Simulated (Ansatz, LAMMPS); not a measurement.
# Amorphous 79SiO2-21Al2O3 (mol %) (96 atoms): geometry optimisation, part 2 of 4

Wanted: the relaxed structure of amorphous 79SiO2-21Al2O3 (mol %) (96 atoms) and its electronic structure.

Ansatz 0.2.0; Kohn-Sham DFT, PBE, PAW (set soft_2), plane waves.

The cell: 22 Si, 12 Al and 62 O. The quench rate of 50 K/ps far exceeds what a furnace or splat quench reaches. The network of bonds at the start is that of the classical potential that made the cell. Only the Γ point is sampled in the main run, in a cell whose shortest periodic width is 11 Å.

So far. Step 3 (Single point at the start): Neighbours are counted within 2.12 Å (O-Si), 2.38 Å (O-Al).

## Step 4: Cell and atoms relaxed

Cell and atoms are freed together, to release stress as well as forces.

Input file input.yaml:

```yaml
crystal:
  lattice:
    - [10.9994, 0.0, 0.0]
    - [0.0, 10.9994, 0.0]
    - [0.0, 0.0, 10.9994]
  atoms:
    [... the 96 atom lines of step 3 ...]
kpoints:
  mp_grid: { grid: [1, 1, 1] }
hamiltonian:
  xc: pbe
scf:
  occupations: { method: fermi_dirac, width: 0.025 }
output:
  forces: true
relax:
  f_tol: 0.04
  max_steps: 250
  cell: {}
```

Launch:

```
$ ansatz run input.yaml --threads 4 --pin off --max-ram 8192MiB --backend cpu --events-out ev --progress --plain --runs-dir out
```

Numbers of over 12 decimals in the logs are rounded to 6 here.

Output:

```text
[...]
Crystal: 96 atoms, lattice volume = 1330.782 Å³
Basis set: ecut = 420 eV, 25821 PW (Γ), exchange–correlation on 150×150×150 points (8 copies of the dense FFT grid, shifted against one another)
Bands: 344, of which v1, the nominal top of the filled ones, is band 248 counted from 1 (247 counted from 0)
Symmetry: 1 space group operations
[...]
k-points: 1
[...]
SCF iter   1: F=—  HF=-55723.025227 eV  |F-HF|=—  |Δ(HF+E_count)|=         —  Δρ=2.21e-3  dr2=1.33e-1  ethr=1.77e-3  ⟨swp⟩=6.0  Hψ=1644  notcnv=0  defer=46
[...]
SCF iter   9: F=-55723.006970 eV  HF=-55723.006970 eV  |F-HF|=5.59e-9  |Δ(HF+E_count)|=   2.44e-8  Δρ=1.79e-6  dr2=3.76e-8  ethr=2.02e-11  ⟨swp⟩=2.0  Hψ=1056  notcnv=0
SCF 1 converged in 9 iterations: F = -55723.006970 eV  dr2 = 3.76e-8
[...]
relax step   1: F+E_penalty+E_count = -55723.00696983 eV  Δ(F+E_penalty+E_count) = +0.000e0 eV  max|allowed force component| = 2.066e0 eV/Å  Δτ_max = 0.0000 Å  P = +3.025 GPa  Ω = 1330.782 Å³  (9 SCF iters, dr2 threshold 1.00e-7 eV, accepted)
[... from here on, the SCF cycles and remarks between the steps are left out ...]
relax step   2: F+E_penalty+E_count = -55724.23608777 eV  Δ(F+E_penalty+E_count) = -1.229e0 eV  max|allowed force component| = 1.404e0 eV/Å  Δτ_max = 0.0498 Å  P = +1.694 GPa  Ω = 1333.977 Å³  energy of the carried Pulay correction = -1.165e-2 eV  (6 SCF iters, dr2 threshold 9.60e-6 eV, accepted)
relax step   3: F+E_penalty+E_count = -55725.86772072 eV  Δ(F+E_penalty+E_count) = -1.632e0 eV  max|allowed force component| = 5.241e-1 eV/Å  Δτ_max = 0.1302 Å  P = -0.629 GPa  Ω = 1323.390 Å³  energy of the carried Pulay correction = +2.706e-2 eV  (7 SCF iters, dr2 threshold 9.60e-6 eV, accepted)
relax step   4: F+E_penalty+E_count = -55726.40631380 eV  Δ(F+E_penalty+E_count) = -5.386e-1 eV  max|allowed force component| = 5.542e-1 eV/Å  Δτ_max = 0.2000 Å  P = +0.324 GPa  Ω = 1294.583 Å³  energy of the carried Pulay correction = +1.340e-1 eV  (8 SCF iters, dr2 threshold 9.60e-6 eV, accepted)
relax step   5: F+E_penalty+E_count = -55726.46144349 eV  Δ(F+E_penalty+E_count) = -5.513e-2 eV  max|allowed force component| = 7.514e-1 eV/Å  Δτ_max = 0.2000 Å  P = -0.091 GPa  Ω = 1294.145 Å³  energy of the carried Pulay correction = +1.356e-1 eV  (7 SCF iters, dr2 threshold 9.60e-6 eV, accepted)
relax step   6: F+E_penalty+E_count = -55726.64791447 eV  Δ(F+E_penalty+E_count) = -1.865e-1 eV  max|allowed force component| = 1.783e-1 eV/Å  Δτ_max = 0.2000 Å  P = -0.077 GPa  Ω = 1292.923 Å³  energy of the carried Pulay correction = +1.402e-1 eV  (7 SCF iters, dr2 threshold 9.60e-6 eV, accepted)
relax step   7: F+E_penalty+E_count = -55726.70131018 eV  Δ(F+E_penalty+E_count) = -5.340e-2 eV  max|allowed force component| = 2.046e-1 eV/Å  Δτ_max = 0.2000 Å  P = +0.011 GPa  Ω = 1289.686 Å³  energy of the carried Pulay correction = +1.524e-1 eV  (7 SCF iters, dr2 threshold 1.99e-6 eV, accepted)
relax step   8: F+E_penalty+E_count = -55726.73093384 eV  Δ(F+E_penalty+E_count) = -2.962e-2 eV  max|allowed force component| = 3.477e-1 eV/Å  Δτ_max = 0.1982 Å  P = -0.127 GPa  Ω = 1287.537 Å³  energy of the carried Pulay correction = +1.605e-1 eV  (7 SCF iters, dr2 threshold 2.62e-6 eV, accepted)
relax step   9: F+E_penalty+E_count = -55726.73016785 eV  Δ(F+E_penalty+E_count) = +7.660e-4 eV  max|allowed force component| = 4.792e-1 eV/Å  Δτ_max = 0.1965 Å  P = +0.096 GPa  Ω = 1287.645 Å³  energy of the carried Pulay correction = +1.601e-1 eV  (7 SCF iters, dr2 threshold 7.56e-6 eV, rejected (line search))
relax step  10: F+E_penalty+E_count = -55726.77049342 eV  Δ(F+E_penalty+E_count) = -3.956e-2 eV  max|allowed force component| = 4.387e-2 eV/Å  Δτ_max = 0.0983 Å  P = +0.001 GPa  Ω = 1287.765 Å³  energy of the carried Pulay correction = +1.596e-1 eV  (10 SCF iters, accepted)
relax step  11: F+E_penalty+E_count = -55726.77108457 eV  Δ(F+E_penalty+E_count) = -5.911e-4 eV  max|allowed force component| = 1.314e-2 eV/Å  Δτ_max = 0.0331 Å  P = +0.001 GPa  Ω = 1288.433 Å³  energy of the carried Pulay correction = +1.571e-1 eV  (7 SCF iters, dr2 threshold 1.20e-7 eV, accepted)
relax step  12: F+E_penalty+E_count = -55726.69335467 eV  Δ(F+E_penalty+E_count) = +7.773e-2 eV  max|allowed force component| = 1.268e-2 eV/Å  Δτ_max = 0.0000 Å  P = -0.163 GPa  Ω = 1288.433 Å³  stress off target by 2.72e-1 GPa  SCF on the basis re-selected at this cell (its energy is not comparable with the rows above)  (7 SCF iters)
relax step  13: F+E_penalty+E_count = -55726.70733061 eV  Δ(F+E_penalty+E_count) = -1.398e-2 eV  max|allowed force component| = 3.190e-2 eV/Å  Δτ_max = 0.0147 Å  P = +0.003 GPa  Ω = 1285.355 Å³  energy of the carried Pulay correction = +1.078e-2 eV  (7 SCF iters, dr2 threshold 1.85e-7 eV, accepted)
relax step  14: F+E_penalty+E_count = -55726.69712398 eV  Δ(F+E_penalty+E_count) = +1.021e-2 eV  max|allowed force component| = 3.192e-2 eV/Å  Δτ_max = 0.0000 Å  P = -0.006 GPa  Ω = 1285.355 Å³  stress off target by 1.63e-2 GPa  SCF on the basis re-selected at this cell (its energy is not comparable with the rows above)  (6 SCF iters)
[...]
SCF converged after 6 iterations
Free energy (F): -55726.697124 eV
[...]
Internal energy: -55726.697124 eV  (E = F + TS)
E sigma→0 (E₀):  -55726.697124 eV
Fermi energy:    4.905362 eV
[...]
--- Forces (eV/Å), atoms counted from 1 ---
  atom   1  Si     0.01244831     0.00208420    -0.00016317
  atom   2  Si     0.01142365    -0.00484198     0.01396702
  atom   3  Si    -0.00698768     0.00495865     0.00038133
  atom   4  Si    -0.00084638     0.00823124     0.00264994
  atom   5  Si    -0.01058064    -0.00476521     0.00165686
  atom   6  Si     0.00519705    -0.00498730    -0.00351600
  atom   7  Si    -0.00351753    -0.01323057    -0.00372305
  atom   8  Si     0.03191954    -0.00417434    -0.02052693
  atom   9  Si    -0.01788788    -0.00391657    -0.00603379
  atom  10  Si     0.00521196    -0.00187542     0.00332274
  atom  11  Si     0.01071115     0.00913888    -0.00465758
  atom  12  Si     0.00670599     0.01298819     0.00326317
  atom  13  Si    -0.00087629    -0.00698914     0.00518996
  atom  14  Si    -0.00029564    -0.00365464    -0.00610510
[...]
atom  95  O      0.01166304    -0.00190012    -0.00881982
  atom  96  O      0.00160562    -0.00228490    -0.00366061
  max |Σ_I F_I| component: 1.55e-4 eV/Å
--- Stress (GPa, compression-positive) ---
       -0.004382      -0.008823      -0.001970
       -0.008817      -0.009413      -0.000693
       -0.001971      -0.000696      -0.004952
  P = ⅓ Tr σ = -0.0062 GPa (-0.062 kbar)
--- Relaxed structure (12 steps of the walk, 11 accepted, 2 SCFs on fresh bases) ---
  F+E_penalty+E_count = -55726.69712398 eV   max|allowed force component| = 3.192e-2 eV/Å   (the final SCF, on the basis selected at the relaxed cell)
  cell:  # Å, volume = 1285.3555 Å³
    - [10.742976, -0.096206, 0.132128]
    - [-0.096206, 10.918606, -0.137511]
    - [0.132128, -0.137511, 10.962197]
  atoms:
    - { symbol: Si, position: [0.391292, 0.263987, 0.569012] }
    - { symbol: Si, position: [0.403384, 0.648717, 0.443375] }
    - { symbol: Si, position: [0.644176, 0.191511, 0.975474] }
    - { symbol: Si, position: [0.945680, 0.998821, 0.611692] }
[...]
- { symbol: O, position: [0.885566, 0.946243, 0.738046] }
```

Run time: 59 s. Hardware: 4 threads of AMD EPYC 9B45 (Zen 5), shared host; peak memory 1.6 GiB; 3.5 min of CPU time.

The steps of the relaxation:

```
step  energy less that of the first step (eV)  largest force component (eV/Å)  pressure (GPa)  volume (Å³)
   1                                   0.0000                          2.0665            3.03      1330.78
   2                                  -1.2291                          1.4037            1.69      1333.98
   3                                  -2.8608                          0.5241           -0.63      1323.39
   4                                  -3.3993                          0.5542            0.32      1294.58
   5                                  -3.4545                          0.7514           -0.09      1294.14
   6                                  -3.6409                          0.1783           -0.08      1292.92
   7                                  -3.6943                          0.2046            0.01      1289.69
   8                                  -3.7240                          0.3477           -0.13      1287.54
   9                                  -3.7232                          0.4792            0.10      1287.65
  10                                  -3.7635                          0.0439            0.00      1287.77
  11                                  -3.7641                          0.0131            0.00      1288.43
 12*                                  -3.6864                          0.0127           -0.16      1288.43
  13                                  -3.7004                          0.0319            0.00      1285.36
 14*                                  -3.6902                          0.0319           -0.01      1285.36
```

Relaxation steps marked * repeat the geometry before them on a plane-wave basis chosen anew for their cell, so energy and pressure can jump there. Relaxation step 9 was tried and not accepted.

```
     cell as run  before   after  change
           a (Å)  10.999  10.744  -2.3 %
           b (Å)  10.999  10.920  -0.7 %
           c (Å)  10.999  10.964  -0.3 %
           α (°)   90.00   91.45  +1.6 %
           β (°)   90.00   88.60  -1.6 %
           γ (°)   90.00   91.03  +1.1 %
volume (Å³/atom)   13.86   13.39  -3.4 %
```

The atoms that moved most (Å, as changes of fractional coordinates times the final cell):

```
atom      dx      dy      dz  length
Al28  -0.487  -0.319   0.165   0.605
 O46   0.447   0.323  -0.198   0.586
 O62   0.196  -0.022   0.463   0.503
 O59   0.463  -0.113  -0.144   0.498
 O40   0.150   0.183   0.376   0.444
 O85  -0.341  -0.206  -0.055   0.403
 O96  -0.115   0.263   0.245   0.377
 O75  -0.155  -0.248   0.213   0.362
```

The relaxation changed the energy by -38.4 meV/atom, and atoms moved by 0.23 Å r.m.s., 0.60 Å at most.

## Step 5: Distances and neighbours after relaxation

Bonds before and after, by the cutoffs listed below:

```
pair  bonds before  bonds after  mean before (Å)  mean after (Å)  spread before (Å)  spread after (Å)
O-Si            88           88            1.624           1.642              0.037             0.037
O-Al            47           50            1.780           1.811              0.111             0.119
```

Density 2.50 g/cm³, 13.39 Å³ an atom.

g(r), total and by pair (bins of 0.2 Å):

```
r (Å)  total   O-O   O-Si  O-Al  Si-Si  Si-Al  Al-Al
 1.50   0.36  0.00   1.21  0.00   0.00   0.00   0.00
 1.70   4.39  0.00  11.07  6.88   0.00   0.00   0.00
 1.90   0.47  0.00   0.00  2.92   0.00   0.00   0.00
 2.10   0.13  0.00   0.00  0.79   0.00   0.00   0.00
 2.30   0.00  0.00   0.00  0.00   0.00   0.00   0.00
 2.50   0.48  1.16   0.00  0.00   0.00   0.00   0.00
 2.70   1.77  3.99   0.05  0.00   0.00   0.80   2.88
 2.90   1.01  1.94   0.18  0.00   1.73   0.70   0.81
 3.10   1.05  1.05   0.35  0.35   4.00   3.81   1.43
 3.30   0.83  0.56   0.72  0.87   0.60   3.07   1.98
 3.50   0.80  0.59   1.12  1.18   0.18   0.15   1.15
 3.70   0.75  0.45   1.10  1.26   0.30   0.14   0.54
 3.90   1.01  0.56   1.65  1.58   0.13   0.25   0.49
 4.10   1.19  0.68   1.87  1.55   1.13   0.69   0.41
 4.30   1.25  0.80   1.57  2.00   1.03   0.93   0.76
 4.50   1.10  1.05   0.97  1.29   1.26   1.24   1.42
 4.70   0.91  1.17   0.70  0.59   1.05   0.78   1.26
 4.90   0.97  1.42   0.56  0.40   0.97   1.30   1.17
 5.10   1.11  1.33   0.82  0.69   1.38   1.86   1.37
 5.30   1.06  1.38   0.75  0.79   1.12   1.24   0.74
```

Bonds by pair of elements; cutoffs follow the first minimum of g(r), held within bounds set by covalent radii, and pairs that aren't listed don't count as bonded:

```
pair A-B  cutoff (Å)  bonds  mean length (Å)  spread (Å)  shortest (Å)  B about A  A about B
    O-Si        2.12     88             1.64       0.037          1.58       1.42          4
    O-Al        2.49     50             1.81       0.119          1.68      0.806       4.17
```

How many atoms have how many bonded neighbours:

```
element  mean   2   3   4  5
     Al  4.17   0   0  10  2
      O  2.23  48  14   0  0
     Si     4   0   0  22  0
```

Bond angles (no mean is given where the spread exceeds 20°):

```
  angle  count  mean (°)  spread (°)
 O-Si-O    132       109         5.6
 O-Al-O     80       108        15.7
Al-O-Si     46         -           -
Si-O-Si     29       139        12.9
Al-O-Al     15         -           -
```

Oxygen atoms by the number of network formers (Si, P, Ge, B, Al, As, Ga) bound to them:

```
network formers bound to O  O atoms  per cent
                         0        0         0
                         1        0         0
                         2       48      77.4
                         3       14      22.6
```

Network units: each former by its oxygen neighbours and how many of them bridge to another former:

```
former  O neighbours  bridging O  atoms
    Si             4           4     22
    Al             4           4     10
    Al             5           5      2
```

Bond length by coordination (bonds to H left out):

```
element  coordination  atoms  mean bond length (Å)
     Al             4     10                  1.79
     Al             5      2                  1.89
      O             2     48                  1.65
      O             3     14                  1.82
```

Rings of the network by King's shortest-path rule, up to 12 atoms, one path for each pair of neighbours; H, halogens, alkali and alkaline-earth atoms are left out, and the last column divides by all other atoms, bonded or not:

```
ring size (atoms)  rings  per network atom
                4      6             0.062
                6      6             0.062
                8     22             0.229
               10     18             0.188
               12     35             0.365
```

First main peaks of g(r), for some of the pairs, lie near 2.7 Å (O-O), 1.6 Å (O-Si), 1.8 Å (O-Al), 3.0 Å (Si-Si) and 3.2 Å (Si-Al). With the cutoffs above, 83 % of Al atoms have 4, 77 % of O atoms have 2 and all Si atoms have 4 bonded neighbours. The O-Si-O angle averages 109° with a spread of 6°. 77 % of the oxygens bridge two formers (Si and Al) and 0 % are non-bridging; 23 % join three. The commonest Si unit has 4 oxygens, 4 of them shared with other formers (22 of 22 atoms). Rings of 12 atoms are the most common (40 % of those counted); sizes run from 4 to 12, where the search stops.

[end of part 2 of 4]

[Logs are printed without paths, hosts, clocks, repeated set-up lines and the standing remarks that a program may print on its own settings, such as how far it seeks lower states.]

[Hosts, paths, dates, database ids (printed as entryN), source tags and the programs' standing remarks are cut or masked in the printed files.]
